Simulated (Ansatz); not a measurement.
Rows from a G0W0 calculation on Cs2LiScF6 (Fm-3m) (Ansatz 0.2.0; G0W0 on PBE, plane waves, PAW; PAW set soft_1; 4×4×4 mesh, 931 empty bands, screening to 180 eV, plasmon pole, PAW set soft_1 files), in eV. Spin-orbit coupling is left out.

```csv
row,k,band,start,Σx,Σc at the solution,Vxc
A,"(0.000, 0.000, 0.250)",c1,8.914,-11.473,-5.723,-19.870
B,Γ,v1,2.193,-31.453,5.877,-23.626
C,"(0.000, 0.000, 0.250)",v3,2.139,-31.337,5.872,-23.502
D,"(0.000, 0.000, 0.250)",v1,2.193,-30.953,5.547,-23.470
E,Γ,c1,8.884,-11.352,-5.723,-19.739
F,"(0.000, 0.000, 0.250)",c3,8.918,-11.473,-5.736,-19.888
```

Give the quasiparticle energies and the shift of each level.

The quasiparticle equation reads E = start + Σx + Σc(E) − Vxc.

```csv
row,E (eV),shift (eV)
A,11.588,+2.675
B,0.243,−1.950
C,0.176,−1.963
D,0.257,−1.936
E,11.548,+2.664
F,11.597,+2.679
```

Limits: not at the basis limit; no spin-orbit coupling.

[Paths, hosts, dates, memory and timing lines, banners, echoed tables and standing remarks are left out of the program output.]

[Logs are printed without paths, hosts, clocks, repeated set-up lines and the standing remarks that a program may print on its own settings, such as how far it seeks lower states.]

[Runs of the session that timed out or met a known fault of the program may be left out.]

[Cells called generated may have been cut or substituted from an entry of the Crystallography Open Database or the Materials Project.]

[Hosts, paths, dates, database ids (printed as entryN), source tags and the programs' standing remarks are cut or masked in the printed files.]
